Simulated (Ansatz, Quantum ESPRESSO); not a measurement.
## MgO (rock salt): bulk modulus from a few volumes

How stiff is rock salt MgO under hydrostatic load? Each row scales the relaxed cell evenly and relaxes the atoms. The phase is followed to these pressures whether or not it stays the stable one.

Calculated with Ansatz 0.2.0, PBEsol, PAW files of the set soft_1, cutoff 600 eV, Fermi–Dirac smearing 0.02 eV, k-mesh 11×11×11, no spin polarisation, no spin-orbit coupling.

Reference cell, relaxed at zero pressure with PBEsol (Fm-3m): a = 2.9805 Å, b = 2.9805 Å, c = 2.9805 Å, α = 60.00°, β = 60.00°, γ = 60.00°.

```csv
atom,x,y,z
Mg,0.0000,0.0000,0.0000
O,0.5000,0.5000,0.5000
```

```csv
V (Å³/atom),V/V0,P (GPa),E − E0 (meV/atom)
8.7997,0.9400,11.058,18.4
9.1741,0.9800,3.316,1.9
9.5486,1.0200,−2.991,1.8
9.7358,1.0400,−5.695,6.9
9.9230,1.0600,−8.139,15.0
```

V0 = 9.3614 Å³ an atom, where the residual pressure P0 is +0.002 GPa. **Question.** Fit the Birch–Murnaghan law and give the pressure and the energy at V = 8.9869 Å³ an atom, a row left out above.

With the Eulerian strain f = ½[(V0/V)^(2/3) − 1] and F = (P − P0)/[3f(1 + 2f)^(5/2)], the third-order law is the line F = B0 + (3/2) B0 (B′ − 4) f.

| f | F (GPa) |
| --- | --- |
| 0.02106 | 157.87 |
| 0.00678 | 157.48 |
| −0.00656 | 157.27 |
| −0.01290 | 157.12 |
| −0.01905 | 156.99 |

A straight line through the 5 rows: the means are −0.002134 for f and 157.35 for F, Σ(Δx)² = 0.001039 and ΣΔxΔy = 0.02214, so the slope is 0.02214/0.001039 = 21.307 and the intercept 157.35 − (21.307)(−0.002134) = 157.39.

Hence B0 = 157.4 GPa and B′ = 4 + (21.3)/(1.5 × 157.4) = 4.09. For the withheld volume f = 0.01380, F = 157.69 GPa and P = 6.99 GPa. The run itself gives 6.99 GPa, so the estimate misses by 0.00 GPa, a rounding's worth.

Integrating the same law gives E − E0 = (9/2) B0 V0 f²[1 + (B′ − 4) f] + P0(V0 − V), with 1 GPa Å³ = 6.2415 meV: 7.9 meV an atom. The run itself gives 7.9 meV, so the estimate misses by 0.0 meV, a rounding's worth.

The same fit over all rows at other levels or in other programs gives B0 = 158 GPa with PBEsol (Quantum ESPRESSO, GBRV).

Measured volume: 9.334 Å³ an atom (American Mineralogist 61 266 1976, 297.15 K), so V0 is +0.3 % off. A stiffness follows the volume as d ln B/d ln V = −B′, which moves B0 by about +1 % when it is taken at the measured volume.

The calculation is for a static lattice, while measurements hold thermal and zero-point motion.

[Logs are printed without paths, hosts, clocks, repeated set-up lines and the standing remarks that a program may print on its own settings, such as how far it seeks lower states.]
